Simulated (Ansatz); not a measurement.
**Cl on Zr(0001): change of the work function**

How does Cl on the fcc site change the work function of Zr(0001) as the layer fills?

Calculated with Ansatz 0.2.0; plane-wave DFT, PBE, Ansatz PAW.

## 1. Set-up

The cell holds 4 atoms: 4 Zr. Its edges and angles: a = 3.230 Å, b = 3.230 Å, c = 25.718 Å, α = 90.0°, β = 90.0°, γ = 60.0°. Vacuum lies along c.

## 2. The clean slab

The bare slab comes first, as the zero from which every change is counted. The two lowest layers are held at bulk places and the upper ones relax. The dipole correction removes the false field that a one-sided slab makes across the periodic vacuum, so each face gets a flat vacuum level of its own.

input.yaml

```yaml
crystal:
  lattice:
    - [3.23, 0.0, 0.0]
    - [1.615, 2.7972620542, 0.0]
    - [0.0, 0.0, 25.718085]
  atoms:
    - { symbol: Zr, position: [0.6666666667, 0.6666666667, 0.3499482951] }
    - { symbol: Zr, position: [0.0, 0.0, 0.449982765] }
    - { symbol: Zr, position: [0.6666666667, 0.6666666667, 0.550017235] }
    - { symbol: Zr, position: [0.0, 0.0, 0.6500517049] }
kpoints:
  mp_grid: { grid: [12, 12, 1] }
hamiltonian:
  xc: pbe
scf:
  occupations: { method: fermi_dirac, width: 0.1 }
  convergence: { dr2_threshold: 1.0e-08 }
efield:
  axis: 3
  dipole_correction: true
  ramp_position: 0.97
  ramp_width: 0.06
relax:
  f_tol: 0.02
  max_steps: 60
  constraints: [{ sites: [0, 1] }]
output:
  write_potential: true
  write_density: true
  volumetric_format: npy
```

The run is started by

```sh
$ ansatz run input.yaml --threads 4 --pin off --max-ram 16384MiB --backend cpu --events-out ev --progress --plain --runs-dir out
```

Numbers of over 12 decimals in the logs are rounded to 6 here.

The log of the run:

```text
Engine: ansatz 0.2.0, aarch64-unknown-linux-gnu
Pseudopotentials: kind: paw
Pseudopotential: Zr, paw, valence charge 12, recommended cutoff 420 eV (normal), Zr.paw.azcp
Functional definition: PBE
  parameter kappa = 0.804
  parameter beta = 0.066725
  exchange = pbe_x(kappa = kappa, mu = beta*pi^2/3)
  correlation = pbe_c(beta = beta)
Crystal: 4 atoms, lattice volume = 232.367 Å³
Basis set: ecut = 420 eV, 4609 PW (Γ), exchange–correlation on 48×48×360 points (8 copies of the dense FFT grid, shifted against one another)
Bands: 29, of which v1, the nominal top of the filled ones, is band 24 counted from 1 (23 counted from 0)
Symmetry: 6 space group operations
k-points: 19 of 144 (time reversal used)
Non-local potential: Zr, projectors of the file, l = 0: 3, l = 1: 2, l = 2: 2, l = 3: 2
PAW form: soft (Blöchl's): semilocal exchange-correlation on the pseudo side does not see the compensation charge
PAW one-centre angular grid: Zr, 590 points (default); XC on 64 Gauss nodes
Initial density: superposition of atomic densities (neutral atoms: chi_scale 0, normalization atom), corrected by the library's trained network
Initial wavefunctions: pseudopotential atomic-orbital guess
Functional: x = pbe(κ = 0.804, μ = 0.219515), c = pbe(β = 0.066725)
SCF iter   1: F=—  HF=-16733.557492 eV  |F-HF|=—  |Δ(HF+E_count)|=         —  Δρ=4.44e-3  dr2=5.33e-1  ethr=1.77e-3  p=-0.000 e·Å  D=-3.08e-14 V/Å  ΔV_dip=0.00 eV  dr2_dipole=1.07e-7  V_vac-E_F(+/−)=4.13/4.13 eV  ⟨swp⟩=5.6  Hψ=5350  notcnv=0
efield: sawtooth ramp at fractional position 0.9700 (set: `efield.ramp_position`, or a place that a band, a saddle search or an elastic batch's reference lends), width 0.0600; the density the first Hamiltonian is built on has a dipole p = -0.000 e·Å; the dipole correction subtracts the counter field D = -3.08e-14 V/Å, which shifts the + side's vacuum level by +0.00 eV against the − side's; the planar-averaged density in the ramp window peaks in size at 2.6e-5 e/Å³
automatic band count: the SCF goes on with 34 bands, as 29 were too few: the levels above may hold too much charge
preconditioner: auto → LDOS  [metal: Δε(μ)=0.039 eV  Ē_g=3.166 eV  σ=0.100 eV  W_gap=0.10  n_scr=16 (ndim 8)  ℏωp=9.7 eV  f_vac=0.521  D(μ)=7.16/eV (n_scr^D=48)  β→1.0]
SCF iter   2: F=—  HF=-16733.547518 eV  |F-HF|=—  |Δ(HF+E_count)|=   9.97e-3  Δρ=1.07e-3  dr2=7.25e-3  ethr=1.11e-3  p=0.000 e·Å  D=1.44e-5 V/Å  ΔV_dip=-0.00 eV  dr2_dipole=5.05e-9  V_vac-E_F(+/−)=4.15/4.15 eV  ⟨swp⟩=1.6  Hψ=814  notcnv=0
SCF iter   3: F=—  HF=-16733.548011 eV  |F-HF|=—  |Δ(HF+E_count)|=   4.93e-4  Δρ=4.15e-4  dr2=2.47e-3  ethr=1.51e-5  p=0.000 e·Å  D=3.77e-6 V/Å  ΔV_dip=-0.00 eV  dr2_dipole=2.22e-8  V_vac-E_F(+/−)=4.17/4.17 eV  ⟨swp⟩=2.7  Hψ=1033  notcnv=0
SCF iter   4: F=—  HF=-16733.548012 eV  |F-HF|=—  |Δ(HF+E_count)|=   1.52e-6  Δρ=1.52e-4  dr2=1.70e-4  ethr=5.15e-6  p=0.000 e·Å  D=2.33e-6 V/Å  ΔV_dip=-0.00 eV  dr2_dipole=5.95e-9  V_vac-E_F(+/−)=4.17/4.17 eV  ⟨swp⟩=1.5  Hψ=817  notcnv=0
SCF iter   5: F=—  HF=-16733.548028 eV  |F-HF|=—  |Δ(HF+E_count)|=   1.60e-5  Δρ=4.96e-5  dr2=8.65e-6  ethr=3.55e-7  p=0.000 e·Å  D=5.99e-7 V/Å  ΔV_dip=-0.00 eV  dr2_dipole=1.25e-10  V_vac-E_F(+/−)=4.18/4.18 eV  ⟨swp⟩=2.2  Hψ=881  notcnv=0
SCF iter   6: F=—  HF=-16733.547888 eV  |F-HF|=—  |Δ(HF+E_count)|=   1.41e-4  Δρ=1.68e-5  dr2=1.31e-6  ethr=1.80e-8  p=0.000 e·Å  D=4.17e-7 V/Å  ΔV_dip=-0.00 eV  dr2_dipole=6.41e-11  V_vac-E_F(+/−)=4.18/4.18 eV  ⟨swp⟩=2.1  Hψ=956  notcnv=0
SCF iter   7: F=—  HF=-16733.547888 eV  |F-HF|=—  |Δ(HF+E_count)|=   6.91e-7  Δρ=5.91e-6  dr2=1.27e-7  ethr=2.73e-9  p=0.000 e·Å  D=1.54e-7 V/Å  ΔV_dip=-0.00 eV  dr2_dipole=2.77e-11  V_vac-E_F(+/−)=4.18/4.18 eV  ⟨swp⟩=2.0  Hψ=906  notcnv=0
SCF iter   8: F=-16733.547888 eV  HF=-16733.547888 eV  |F-HF|=4.81e-8  |Δ(HF+E_count)|=   6.78e-8  Δρ=1.61e-6  dr2=6.81e-9  ethr=2.08e-11  p=0.000 e·Å  D=8.39e-8 V/Å  ΔV_dip=-0.00 eV  dr2_dipole=3.85e-12  V_vac-E_F(+/−)=4.18/4.18 eV  ⟨swp⟩=7.9  Hψ=4633  notcnv=0
SCF 1 converged in 8 iterations: F = -16733.547888 eV  dr2 = 6.81e-9
  greatest PAW one-centre occupation: 0.996 electrons in one spin orbital (limit 2), on the Zr atom at site 0 (counted from 0), in its partial waves of l = 0
relax step   1: F+E_penalty+E_count = -16733.54788850 eV  Δ(F+E_penalty+E_count) = +0.000e0 eV  max|allowed force component| = 6.086e-1 eV/Å  Δτ_max = 0.0000 Å  (8 SCF iters, accepted)
Bands: 34, of which v1, the nominal top of the filled ones, is band 24 counted from 1 (23 counted from 0)
Initial density: handed on by an earlier stage of this run
Initial wavefunctions: those handed on with the density
SCF iter   1: F=—  HF=-16733.682250 eV  |F-HF|=—  |Δ(HF+E_count)|=         —  Δρ=8.16e-3  dr2=2.95e0  ethr=3.10e-3  p=0.000 e·Å  D=2.63e-8 V/Å  ΔV_dip=-0.00 eV  dr2_dipole=4.96e-1  V_vac-E_F(+/−)=4.17/4.17 eV  ⟨swp⟩=3.9  Hψ=1617  notcnv=1
efield: sawtooth ramp at fractional position 0.9700 (set: `efield.ramp_position`, or a place that a band, a saddle search or an elastic batch's reference lends), width 0.0600; the density the first Hamiltonian is built on has a dipole p = 0.000 e·Å; the dipole correction subtracts the counter field D = 2.63e-8 V/Å, which shifts the + side's vacuum level by -0.00 eV against the − side's; the planar-averaged density in the ramp window peaks in size at 6.6e-7 e/Å³
preconditioner: auto → LDOS  [metal: Δε(μ)=0.013 eV  Ē_g=3.209 eV  σ=0.100 eV  W_gap=0.03  n_scr=16 (ndim 8)  ℏωp=9.7 eV  f_vac=0.523  D(μ)=6.61/eV (n_scr^D=36)  β→1.0]
SCF iter   2: F=—  HF=-16733.583618 eV  |F-HF|=—  |Δ(HF+E_count)|=   9.86e-2  Δρ=3.85e-3  dr2=1.51e-1  ethr=3.10e-3  p=0.006 e·Å  D=4.52e-3 V/Å  ΔV_dip=-0.12 eV  dr2_dipole=7.53e-3  V_vac-E_F(+/−)=4.08/4.19 eV  ⟨swp⟩=2.1  Hψ=1007  notcnv=0
SCF iter   3: F=—  HF=-16733.575182 eV  |F-HF|=—  |Δ(HF+E_count)|=   8.44e-3  Δρ=1.72e-3  dr2=3.30e-2  ethr=3.14e-4  p=0.002 e·Å  D=1.91e-3 V/Å  ΔV_dip=-0.05 eV  dr2_dipole=1.60e-3  V_vac-E_F(+/−)=4.14/4.19 eV  ⟨swp⟩=2.1  Hψ=1085  notcnv=0
SCF iter   4: F=—  HF=-16733.570450 eV  |F-HF|=—  |Δ(HF+E_count)|=   4.73e-3  Δρ=3.20e-4  dr2=1.62e-3  ethr=6.87e-5  p=0.003 e·Å  D=2.32e-3 V/Å  ΔV_dip=-0.06 eV  dr2_dipole=6.30e-4  V_vac-E_F(+/−)=4.12/4.18 eV  ⟨swp⟩=2.2  Hψ=884  notcnv=0
SCF iter   5: F=—  HF=-16733.570491 eV  |F-HF|=—  |Δ(HF+E_count)|=   4.15e-5  Δρ=8.70e-5  dr2=4.19e-5  ethr=3.38e-6  p=0.003 e·Å  D=2.22e-3 V/Å  ΔV_dip=-0.06 eV  dr2_dipole=8.73e-12  V_vac-E_F(+/−)=4.13/4.18 eV  ⟨swp⟩=1.8  Hψ=842  notcnv=0
[...]
SCF iter   2: F=—  HF=-16733.588226 eV  |F-HF|=—  |Δ(HF+E_count)|=   1.75e-2  Δρ=1.52e-3  dr2=1.85e-2  ethr=1.00e-3  p=0.000 e·Å  D=1.96e-4 V/Å  ΔV_dip=-0.01 eV  dr2_dipole=1.41e-3  V_vac-E_F(+/−)=4.18/4.18 eV  ⟨swp⟩=2.1  Hψ=746  notcnv=0
SCF iter   3: F=—  HF=-16733.587671 eV  |F-HF|=—  |Δ(HF+E_count)|=   5.55e-4  Δρ=9.07e-4  dr2=7.70e-3  ethr=3.86e-5  p=0.002 e·Å  D=1.21e-3 V/Å  ΔV_dip=-0.03 eV  dr2_dipole=1.55e-4  V_vac-E_F(+/−)=4.15/4.18 eV  ⟨swp⟩=2.0  Hψ=1095  notcnv=0
SCF iter   4: F=—  HF=-16733.586446 eV  |F-HF|=—  |Δ(HF+E_count)|=   1.23e-3  Δρ=2.74e-4  dr2=8.39e-4  ethr=1.60e-5  p=0.001 e·Å  D=8.17e-4 V/Å  ΔV_dip=-0.02 eV  dr2_dipole=2.72e-5  V_vac-E_F(+/−)=4.16/4.18 eV  ⟨swp⟩=2.4  Hψ=905  notcnv=0
SCF iter   5: F=—  HF=-16733.586352 eV  |F-HF|=—  |Δ(HF+E_count)|=   9.43e-5  Δρ=8.20e-5  dr2=6.18e-5  ethr=1.75e-6  p=0.001 e·Å  D=5.20e-4 V/Å  ΔV_dip=-0.01 eV  dr2_dipole=1.67e-7  V_vac-E_F(+/−)=4.17/4.18 eV  ⟨swp⟩=2.2  Hψ=858  notcnv=0
SCF iter   6: F=—  HF=-16733.586339 eV  |F-HF|=—  |Δ(HF+E_count)|=   1.30e-5  Δρ=1.74e-5  dr2=2.75e-6  ethr=1.29e-7  p=0.001 e·Å  D=4.48e-4 V/Å  ΔV_dip=-0.01 eV  dr2_dipole=4.52e-8  V_vac-E_F(+/−)=4.17/4.18 eV  ⟨swp⟩=2.4  Hψ=943  notcnv=0
SCF iter   7: F=—  HF=-16733.586204 eV  |F-HF|=—  |Δ(HF+E_count)|=   1.35e-4  Δρ=3.61e-6  dr2=7.09e-8  ethr=5.73e-9  p=0.001 e·Å  D=4.12e-4 V/Å  ΔV_dip=-0.01 eV  dr2_dipole=1.38e-8  V_vac-E_F(+/−)=4.17/4.18 eV  ⟨swp⟩=2.2  Hψ=939  notcnv=0
SCF iter   8: F=-16733.586204 eV  HF=-16733.586204 eV  |F-HF|=4.09e-9  |Δ(HF+E_count)|=   3.16e-8  Δρ=1.22e-6  dr2=9.28e-9  ethr=2.08e-11  p=0.001 e·Å  D=4.07e-4 V/Å  ΔV_dip=-0.01 eV  dr2_dipole=1.17e-9  V_vac-E_F(+/−)=4.17/4.18 eV  ⟨swp⟩=9.7  Hψ=4356  notcnv=0
SCF 3 converged in 8 iterations: F = -16733.586204 eV  dr2 = 9.28e-9
relax step   3: F+E_penalty+E_count = -16733.58620364 eV  Δ(F+E_penalty+E_count) = -1.585e-2 eV  max|allowed force component| = 5.321e-2 eV/Å  Δτ_max = 0.0631 Å  (8 SCF iters, accepted)
SCF iter   1: F=—  HF=-16733.587053 eV  |F-HF|=—  |Δ(HF+E_count)|=         —  Δρ=4.83e-4  dr2=5.16e-3  ethr=3.16e-4  p=0.001 e·Å  D=4.07e-4 V/Å  ΔV_dip=-0.01 eV  dr2_dipole=1.05e-5  V_vac-E_F(+/−)=4.17/4.18 eV  ⟨swp⟩=2.0  Hψ=1029  notcnv=0
efield: sawtooth ramp at fractional position 0.9700 (set: `efield.ramp_position`, or a place that a band, a saddle search or an elastic batch's reference lends), width 0.0600; the density the first Hamiltonian is built on has a dipole p = 0.001 e·Å; the dipole correction subtracts the counter field D = 4.07e-4 V/Å, which shifts the + side's vacuum level by -0.01 eV against the − side's; the planar-averaged density in the ramp window peaks in size at 5.7e-7 e/Å³
preconditioner: auto → LDOS  [metal: Δε(μ)=0.004 eV  Ē_g=3.183 eV  σ=0.100 eV  W_gap=0.01  n_scr=16 (ndim 8)  ℏωp=9.7 eV  f_vac=0.522  D(μ)=6.82/eV (n_scr^D=48)  β→1.0]
SCF iter   2: F=—  HF=-16733.586760 eV  |F-HF|=—  |Δ(HF+E_count)|=   2.92e-4  Δρ=2.72e-4  dr2=1.00e-3  ethr=1.08e-5  p=0.001 e·Å  D=9.51e-4 V/Å  ΔV_dip=-0.02 eV  dr2_dipole=2.26e-5  V_vac-E_F(+/−)=4.15/4.18 eV  ⟨swp⟩=2.1  Hψ=911  notcnv=0
SCF iter   3: F=—  HF=-16733.586702 eV  |F-HF|=—  |Δ(HF+E_count)|=   5.86e-5  Δρ=8.73e-5  dr2=6.36e-5  ethr=2.09e-6  p=0.001 e·Å  D=6.71e-4 V/Å  ΔV_dip=-0.02 eV  dr2_dipole=7.28e-7  V_vac-E_F(+/−)=4.16/4.18 eV  ⟨swp⟩=2.1  Hψ=839  notcnv=0
SCF iter   4: F=—  HF=-16733.586682 eV  |F-HF|=—  |Δ(HF+E_count)|=   1.96e-5  Δρ=2.43e-5  dr2=2.38e-6  ethr=1.32e-7  p=0.001 e·Å  D=6.62e-4 V/Å  ΔV_dip=-0.02 eV  dr2_dipole=5.94e-9  V_vac-E_F(+/−)=4.16/4.18 eV  ⟨swp⟩=2.1  Hψ=1056  notcnv=0
SCF iter   5: F=—  HF=-16733.586552 eV  |F-HF|=—  |Δ(HF+E_count)|=   1.30e-4  Δρ=6.36e-6  dr2=2.66e-7  ethr=4.97e-9  p=0.001 e·Å  D=6.28e-4 V/Å  ΔV_dip=-0.02 eV  dr2_dipole=1.02e-11  V_vac-E_F(+/−)=4.16/4.18 eV  ⟨swp⟩=2.1  Hψ=870  notcnv=0
SCF iter   6: F=—  HF=-16733.586552 eV  |F-HF|=—  |Δ(HF+E_count)|=   9.85e-8  Δρ=2.51e-6  dr2=6.71e-8  ethr=5.53e-10  p=0.001 e·Å  D=6.03e-4 V/Å  ΔV_dip=-0.02 eV  dr2_dipole=4.48e-9  V_vac-E_F(+/−)=4.16/4.18 eV  ⟨swp⟩=2.4  Hψ=942  notcnv=0
SCF iter   7: F=-16733.586552 eV  HF=-16733.586552 eV  |F-HF|=1.46e-9  |Δ(HF+E_count)|=   6.63e-9  Δρ=9.70e-7  dr2=6.97e-9  ethr=2.08e-11  p=0.001 e·Å  D=5.86e-4 V/Å  ΔV_dip=-0.02 eV  dr2_dipole=4.64e-10  V_vac-E_F(+/−)=4.16/4.18 eV  ⟨swp⟩=6.9  Hψ=4304  notcnv=0
SCF 4 converged in 7 iterations: F = -16733.586552 eV  dr2 = 6.97e-9
relax step   4: F+E_penalty+E_count = -16733.58655243 eV  Δ(F+E_penalty+E_count) = -3.488e-4 eV  max|allowed force component| = 8.148e-3 eV/Å  Δτ_max = 0.0117 Å  (7 SCF iters, accepted)
NSCF: frozen V_eff on 19 k-points
the band table was solved once a step of the walk had ended and its energy, with any forces and stress, was formed, with the checks that follow a solve (2926 applications of the Hamiltonian). They found nothing against the state; the energy, forces and stress were not computed again (output.eigenvalues in the input reference)
WARN: The input density's exchange-correlation potential varies sharply where the density is thin. Do not read a vacuum level from v_tot or v_xc, or from such a field of the output density. On a cell that repeats whose density bears no net charge and no dipole along the vacuum's axis use v_es (v_loc + v_h of the components); under efield.dipole_correction with no amplitude use v_es + v_field, which holds any external [...]
SCF converged after 7 iterations
Free energy (F): -16733.586552 eV
Harris-Foulkes:  -16733.586552 eV  (|F-HF|=1.46e-9)
Internal energy: -16733.365929 eV  (E = F + TS)
E sigma→0 (E₀):  -16733.476241 eV
Entropy (-TS):   -0.220623 eV (-55.156 meV/atom)
Fermi energy:    3.221640 eV
Dipole field:    D = 0.000559 V/Å  (p = 0.000718 e·Å, saw-weighted, corrected)
Work function:   Φ+ = 4.1653 eV   Φ− = 4.1797 eV
Levels:          The Fermi level and band energies are counted from a zero that moves with the ramp; work functions are not
--- Per-component energies (eV) ---
  E_band       = -903.791514
  E_kinetic    = 1326.002279
  E_local      = -39066.160198  (includes V_loc(G=0)·N_el)
  E_nonlocal   = 323.579393
  E_hartree    = 18796.930185
  E_xc         = -642.831300
  E_vxc        = -758.598660  (∫ρ·V_xc dr)
  E_paw        = -11816.668412  (= ΣΔE_a)
  E_vpaw       = -322.475559  (= ΣTr[D̂ρ^β])
  E_aug_tail   = 0.000098  (compensation charges beyond the density's cutoff)
  E_efield     = 0.000000  (sawtooth field / dipole correction)
  E_vefield    = -0.000443  (∫n·V_field dr)
  E_ewald      = 14345.782025
  E_smearing   = -0.220623  (= −TS)
  E_closure    = 0.000000  (closes the sum)
  Σ components = -16733.586552   (vs F -16733.586552, Δ=0.00e0)
--- Forces (eV/Å), atoms counted from 1 ---
  atom   1  Zr     0.00000000    -0.00000000     0.45026778
  atom   2  Zr    -0.00000000     0.00000000    -0.44766616
  atom   3  Zr     0.00000000    -0.00000000    -0.00814794
  atom   4  Zr     0.00000000     0.00000000     0.00554617
  max |Σ_I F_I| component: 1.43e-7 eV/Å
--- Band table (eV; the first three rows and the last of 19) ---
  k-point 0: bands = [... 20 lower, 2.9732, 3.2750, 3.7893, 3.8564, 3.9939, 3.9939, 4.0865, 4.0865, ... 6 higher]
  k-point 1: bands = [... 20 lower, 2.8778, 3.2564, 3.5627, 3.6203, 3.8534, 3.9788, 4.1411, 4.2093, ... 6 higher]
  k-point 2: bands = [... 20 lower, 2.5727, 2.9194, 3.0801, 3.3553, 3.5026, 3.6525, 4.0458, 4.2786, ... 6 higher]
  k-point 18: bands = [... 20 lower, 2.1808, 2.4031, 2.4729, 3.2680, 3.2803, 3.3333, 3.3858, 3.4952, ... 6 higher]
--- Relaxed structure (4 steps of the walk, 4 accepted, 0 SCFs on fresh bases) ---
  F+E_penalty+E_count = -16733.58655243 eV   max|allowed force component| = 8.148e-3 eV/Å
  atoms:
    - { symbol: Zr, position: [0.666667, 0.666667, 0.3499482951] }
    - { symbol: Zr, position: [0.0, 0.0, 0.449982765] }
    - { symbol: Zr, position: [0.666667, 0.666667, 0.553889] }
    - { symbol: Zr, position: [-1.312544850788687e-18, -4.428137159959304e-19, 0.648750] }
```

It took 13 s on 4 threads of Arm Neoverse V1, shared host; peak memory 0.58 GiB; 51 s of CPU time.

The steps of the relaxation:

```csv
step,energy less that of the first step (eV),largest force component (eV/Å)
1,0.0000,0.6086
2,-0.0225,0.4689
3,-0.0383,0.0532
4,-0.0387,0.0081
```

Forces are held to the 6 operations that the run works with; a distortion that breaks them can't arise in this run.

The atoms that moved most (Å):

```csv
atom,dx,dy,dz,length
Zr3,0.000,0.000,0.100,0.100
Zr4,0.000,0.000,-0.033,0.033
```

Final coordinates:

```cif
data_structure
_symmetry_space_group_name_H-M 'P 1'
_symmetry_Int_Tables_number 1
_cell_length_a 3.2300
_cell_length_b 3.2300
_cell_length_c 25.7181
_cell_angle_alpha 90.000
_cell_angle_beta 90.000
_cell_angle_gamma 60.000
_cell_volume 232.37
loop_
_atom_site_label
_atom_site_type_symbol
_atom_site_fract_x
_atom_site_fract_y
_atom_site_fract_z
_atom_site_occupancy
Zr1 Zr 0.66667 0.66667 0.34995 1
Zr2 Zr 0.00000 0.00000 0.44998 1
Zr3 Zr 0.66667 0.66667 0.55389 1
Zr4 Zr 0.00000 0.00000 0.64875 1
```

This step gave:

```
energy at zero smearing   : -16733.4762 eV
work function, upper face : 4.165 eV
dipole along the normal   : 7.18e-4 e·Å
```

Running mean over 2.573 Å of the planar mean; the ramp of the sawtooth is left out. Table of electron's electrostatic potential energy less the Fermi level by z:

| z (Å) | electron's electrostatic potential energy less the Fermi level (eV) |
| --- | --- |
| 3.5 | 4.18 |
| 4.0 | 4.18 |
| 4.5 | 4.17 |
| 5.0 | 4.15 |
| 5.5 | 4.09 |
| 6.0 | 3.92 |
| 6.5 | 3.43 |
| 7.0 | 2.15 |
| 7.5 | -1.01 |
| 8.0 | -5.14 |
| 8.5 | -7.74 |
| 9.0 | -8.45 |
| 9.5 | -8.43 |
| 10.0 | -8.32 |
| 10.5 | -8.28 |
| 11.0 | -8.29 |
| 11.5 | -8.29 |
| 12.0 | -8.16 |
| 12.5 | -7.78 |
| 13.0 | -7.60 |
| 13.5 | -7.92 |
| 14.0 | -8.25 |
| 14.5 | -8.50 |
| 15.0 | -9.02 |
| 15.5 | -9.34 |
| 16.0 | -9.04 |
| 16.5 | -8.65 |
| 17.0 | -8.19 |
| 17.5 | -6.36 |
| 18.0 | -2.56 |
| 18.5 | 1.19 |
| 19.0 | 3.09 |
| 19.5 | 3.78 |
| 20.0 | 4.03 |
| 20.5 | 4.12 |
| 21.0 | 4.15 |
| 21.5 | 4.16 |
| 22.0 | 4.16 |
| 22.5 | 4.16 |

The relaxation took 4 steps and lowered the energy by 0.039 eV; the largest force on the free atoms ends at 0.0081 eV/Å.

The work function of the upper face is 4.17 eV.

[end of part 1 of 4]

[Logs are printed without paths, hosts, clocks, repeated set-up lines and the standing remarks that a program may print on its own settings, such as how far it seeks lower states.]

[Hosts, paths, dates, database ids (printed as entryN), source tags and the programs' standing remarks are cut or masked in the printed files.]

[Maps of the electrostatic potential energy from Ansatz leave out the sawtooth potential of an applied field or a dipole correction, so their vacuum need not be flat; planar profiles and work functions include it.]
